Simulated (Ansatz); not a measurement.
# NaLiMnO2: relaxing a made-up structure, part 2 of 2

Starting from a made-up structure for NaLiMnO2, the aim is the relaxed cell, its shortest contacts and, where a second run follows, its electronic structure.

Ansatz 0.2.0; DFT, PBEsol, plane-wave PAW, files of the set soft_1, scalar-relativistic, ferromagnetic start, cell and ions relaxed at zero pressure; PAW set soft_1 (the session's first sound run).

So far: The starting structure; Relaxing cell and atoms. The relaxed cell has a = 3.324, c = 5.927 Å (conventional setting).

## 3. Electronic structure of the relaxed cell

A second self-consistent run takes a narrower smearing and the mesh shown in its input; the bands follow along the standard path of the relaxed lattice.

This step: DFT, PBEsol, plane-wave PAW, files of the set soft_1, scalar-relativistic, ferromagnetic start, bands and density of states at the relaxed cell; PAW set soft_1 (Ansatz 0.2.0).

File input.yaml:

```yaml
crystal:
  lattice:
    - [3.3243412234, 0.0, 0.0]
    - [-1.6621706117, 2.8789639503, 0.0]
    - [0.0, 0.0, 5.9271529731]
  atoms:
    - { symbol: Mn, position: [0.0, 0.0, 0.3798197266], spin: 3.7 }
    - { symbol: Na, position: [0.3333333333, 0.6666666667, 0.9804979208] }
    - { symbol: O, position: [0.0, 0.0, 0.7141469574] }
    - { symbol: O, position: [0.6666666667, 0.3333333333, 0.2489434461] }
    - { symbol: Li, position: [0.6666666667, 0.3333333333, 0.6783919491] }
magnetization:
  spin_polarized: true
kpoints:
  mp_grid: { grid: [10, 10, 6] }
  band_path:
    path:
      - [[0.0, 0.0, 0.0], [0.5, 0.0, 0.0], [0.33333333, 0.33333333, 0.0], [0.0, 0.0, 0.0], [0.0, 0.0, 0.5], [0.5, 0.0, 0.5], [0.33333333, 0.33333333, 0.5], [0.0, 0.0, 0.5]]
      - [[0.5, 0.0, 0.5], [0.5, 0.0, 0.0]]
      - [[0.33333333, 0.33333333, 0.0], [0.33333333, 0.33333333, 0.5]]
    npoints: 8
scf:
  occupations: { method: fermi_dirac, width: 0.03 }
  n_extra_bands: 11
hamiltonian:
  xc: pbesol
  pseudopotentials: { kind: paw, azcp: { folder: soft_1 }, xc_functional: pbe }
output:
  forces: true
  stress: true
  write_bands: true
  dos: { projected: true }
  write_density: true
  write_potential: true
  elf: true
  volumetric_format: npy
```

On the command line:

```console
ansatz run input.yaml --threads 4 --pin off --max-ram 8192MiB --backend cpu --events-out ev --progress --plain --runs-dir out
```

Numbers of over 12 decimals in the logs are rounded to 6 here.

Log:

```text
[...]
Crystal: 5 atoms, lattice volume = 56.727 Å³
Basis set: ecut = 420 eV, 1147 PW (Γ), exchange–correlation on 48×48×80 points (8 copies of the dense FFT grid, shifted against one another)
Bands: 31, of which v1, the nominal top of the filled ones, is band 20 counted from 1 (19 counted from 0)
Symmetry: 6 space group operations
[...]
k-points: 72 of 600 (time reversal used)
[...]
Starting moments: Σ|m| = 3.7 μB on 1 of 5 sites
[...]
SCF iter   1: F=—  HF=-6672.528671 eV  |F-HF|=—  |Δ(HF+E_count)|=         —  Δρ=1.17e-1 (↑1.17e-1 ↓6.38e-2)  dr2=1.08e1  dr2_m=1.55e0  M=4.906 μB ∫|m|=4.906 μB  β_m=0.30  ethr=3.10e-3  ⟨swp⟩=5.1  Hψ=18460  notcnv=0
[...]
SCF iter  12: F=-6671.384907 eV  HF=-6671.384907 eV  |F-HF|=8.79e-9  |Δ(HF+E_count)|=   4.19e-8  Δρ=2.86e-6 (↑2.20e-6 ↓2.86e-6)  dr2=1.19e-8  dr2_m=1.11e-10  M=5.000 μB ∫|m|=5.006 μB  ethr=2.21e-10  ⟨swp⟩=10.9  Hψ=29284  notcnv=0
SCF 1 converged in 12 iterations: F = -6671.384907 eV  dr2 = 1.19e-8
[...]
NSCF: frozen V_eff on 75 k-points
SCF converged after 12 iterations
Magnetization: 5.0000 μB (22.0000 up, 17.0000 down)
Absolute magnetization: 5.0056 μB (∫|ρ↑−ρ↓|, with the PAW one-centre terms)
[...]
Per-site moments (μB) at R_I (Å): [(3.748315, 0.817414), (0.010839, 1.025131), (0.098444, 0.796527), (0.210662, 0.853934), (0.00456457, 0.796527)]
Free energy (F): -6671.384907 eV
[...]
Internal energy: -6671.384671 eV  (E = F + TS)
E sigma→0 (E₀):  -6671.384789 eV
Entropy (-TS):   -0.000236 eV (-0.047 meV/atom)
Fermi energy:    8.151702 eV
[...]
--- Forces (eV/Å), atoms counted from 1 ---
  atom   1  Mn    -0.00000000     0.00000000     0.00206061
  atom   2  Na     0.00000000     0.00000000     0.00122878
  atom   3  O      0.00000000    -0.00000000    -0.00177468
  atom   4  O      0.00000000     0.00000000    -0.00046989
  atom   5  Li     0.00000000     0.00000000    -0.00106789
  max |Σ_I F_I| component: 2.31e-5 eV/Å
--- Stress (GPa, compression-positive) ---
        0.014477       0.000000      -0.000000
        0.000000       0.014477       0.000000
        0.000000       0.000000      -0.013099
  P = ⅓ Tr σ = 0.0053 GPa (0.053 kbar)
--- Band table (eV; the first three rows and the last of 144) ---
  k-point 0 ↑: bands = [... 16 lower, 4.6638, 6.2082, 6.2082, 7.5415, 8.0642, 8.0709, 8.0709, 13.0214, ... 7 higher]
  k-point 1 ↑: bands = [... 16 lower, 4.6613, 6.2183, 6.2183, 7.4033, 8.0644, 8.0644, 8.4078, 12.3642, ... 7 higher]
  k-point 2 ↑: bands = [... 16 lower, 4.6564, 6.2388, 6.2388, 7.2772, 8.0512, 8.0512, 9.0498, 11.5036, ... 7 higher]
  k-point 71 ↓: bands = [... 16 lower, 4.9395, 8.9421, 9.6475, 10.3273, 10.4808, 10.9673, 13.6443, 14.8121, ... 7 higher]
```

Elapsed: 12 s, on 4 threads of Arm Neoverse V2, shared host; peak memory 0.54 GiB.

Reading the cycles: dr2 is the Hartree energy of the density residual (eV), the measure of convergence; HF is the Harris–Foulkes estimate of the energy, which meets the free energy F at convergence.

This step gave:

```
free energy             : -6671.3849 eV
energy at zero smearing : -6671.3848 eV
Fermi energy            : 8.152 eV
gap by band count       : 1.78e-15 eV
site moments            : 3.748, 0.01084, 0.09844, 0.2107, 0.004565 μB
pressure                : 0.005285 GPa
```

From bands.tsv, the bands that come nearest the Fermi level along the path, at its corners, in eV from the Fermi level:

```
point  band_18_up  band_19_up  band_20_up  band_21_up  band_22_up  band_17_dn  band_18_dn  band_19_dn
    Γ       -1.94       -0.61       -0.09       -0.08       -0.08        0.55        1.69        1.69
    M       -2.06       -1.79       -1.34       -0.73        4.25        1.03        1.68        2.03
    K       -1.76       -1.50       -1.26       -1.25        5.45        0.78        1.69        1.90
    Γ       -1.94       -0.61       -0.09       -0.08       -0.08        0.55        1.69        1.69
    A       -1.90       -0.91       -0.11       -0.11        1.33        1.49        1.72        1.72
    L       -2.01       -1.87       -1.03       -0.75        3.47        1.12        1.54        2.04
    H       -1.91       -1.31       -1.21       -1.09        4.93        0.76        1.49        2.22
    A       -1.90       -0.91       -0.11       -0.11        1.33        1.49        1.72        1.72
    L       -2.01       -1.87       -1.03       -0.75        3.47        1.12        1.54        2.04
    M       -2.06       -1.79       -1.34       -0.73        4.25        1.03        1.68        2.03
    K       -1.76       -1.50       -1.26       -1.25        5.45        0.78        1.69        1.90
    H       -1.91       -1.31       -1.21       -1.09        4.93        0.76        1.49        2.22
```

Spin density in the ac plane at fractional y = 0.333, with atoms of O and Li within 0.2 Å of it.

Ten even steps from '0' (0.00 e/Å³) to '9' (0.41 e/Å³):
```
00000000000000000
00000000000000000
00000000000000000
00000000000000000
00000000000000000
00000000000000000
00000000000000000
00000000000000000
00000000000000000
00000000000000000
00000000000000000
00000000000000000
00000000000000000
00111000000000000
11221110000000000
12333210000000001
23444311000000001
24554320000000001
23554310000100001
13443210002331000
12232100025874100
01111100026995200
00111000026985200
00000000024763100
00000000012332100
00000000001111000
00000000000000000
00000000000000000
00000000000000000
00000000000000000
```
Columns run along a (3.3 Å), rows up along c (5.9 Å). Atoms in or near the plane, at fractional coordinates: O at (0.67, 0.25), Li at (0.67, 0.68).

Electrostatic potential energy in the ac plane at fractional y = 0.333, with atoms of O and Li within 0.2 Å of it. With pseudopotentials it is smooth inside the atoms' cores, unlike the true potential.

Ten even steps from '0' (-31 eV) to '9' (11 eV):
```
98888899999999999
99888999999999999
99999999999999999
99999999999999999
99999999998888999
99999999988778899
99999999875446789
99999999752123689
99999999731002479
99999998630001479
99999999742013589
99999999864335789
99999999887667899
99999999988888999
99888999999999999
88888899999999999
87777889999999999
87667889999999998
87667889998678999
87777889862113798
88888899720000389
99888999500000279
99999999500000279
99999999720000389
99999999962113799
99999999997668999
99999999999999999
99999999999999999
99888999999999999
98888899999999999
```
Columns run along a (3.3 Å; values clipped at the 3rd and 97th percentile), rows up along c (5.9 Å). Atoms in or near the plane, at fractional coordinates: O at (0.67, 0.25), Li at (0.67, 0.68).

Valence density in the ac plane at fractional y = 0.333, with atoms of O and Li within 0.2 Å of it. It is the smooth field of the valence electrons, not physical close to the nuclei.

Ten steps, logarithmic in the rise over the least value, from '_' (0.0 e/Å³) to '@' (8.6 e/Å³):
```
__..........______________________
__..........______________________
__..........______________________
............______________________
....::::......__________________..
::::::::::::....______________....
::::------::::......--====::......
::--------::::....==**%%##**--..::
::--------::::..::++%%@@@@%%==..::
::::------::::..::**%%@@@@%%++..::
::::::::::::......==##%%%%**--....
..::::::::........::==++++--......
......::..........................
................______________....
....::::::........................
::::::::::::......................
::::------::::::::::::::::::::::::
::--------::::::::----====----::::
::----------::----==++++++++==----
----------::----==**######**++==--
--::::::::::--==++##%%@@%%%%**++--
::::::::::::--==**##@@@@@@%%##++==
::::......::--==**##@@@@@@%%##++==
::..........::==++##%%@@@@%%**++--
::....__....::--==**######**++==::
..________....::--==++++++++==--::
..__________....::----==----::::..
______________......::::::::....__
____......________..........______
__..........______________________
```
Columns run along a (3.3 Å), rows up along c (5.9 Å). Atoms in or near the plane, at fractional coordinates: O at (0.67, 0.25), Li at (0.67, 0.68).

## 4. Results

```
space group, relaxed : P3m1
conventional cell    : a = 3.324, b = 3.324, c = 5.927 Å; α = 90.0°, β = 90.0°, γ = 120.0°
volume per atom      : 11.35 Å³ (guess 10.14)
total moment         : 5.00 μB in the cell of 5 atoms
```

NaLiMnO2 relaxes to P3m1 with a = 3.324, b = 3.324 and c = 5.927 Å. The guessed volume was 11 % too small. The space group P3m1 was held in the relaxation, so the end point is a stationary structure within it and may be a saddle against distortions or other arrangements. The input starts from parallel moments, and no other start was typed. Bands cross the Fermi level, so it is a metal or semimetal at this level. Semilocal functionals can close a small real gap, so this isn't settled for compounds with anions. On the 10×10×6 mesh with the narrower smearing (relaxed on 10×10×5) the largest force component is 0.002 eV/Å and the largest stress component is 0.014 GPa, within the relaxation's thresholds of 0.015 eV/Å and 0.05 GPa. The cutoff wasn't tested. No dispersion term is used, so weakly bound directions may come out too long. Nothing here tests whether the compound is stable against decomposition.

[Logs are printed without paths, hosts, clocks, repeated set-up lines and the standing remarks that a program may print on its own settings, such as how far it seeks lower states.]

[Hosts, paths, dates, database ids (printed as entryN), source tags and the programs' standing remarks are cut or masked in the printed files.]
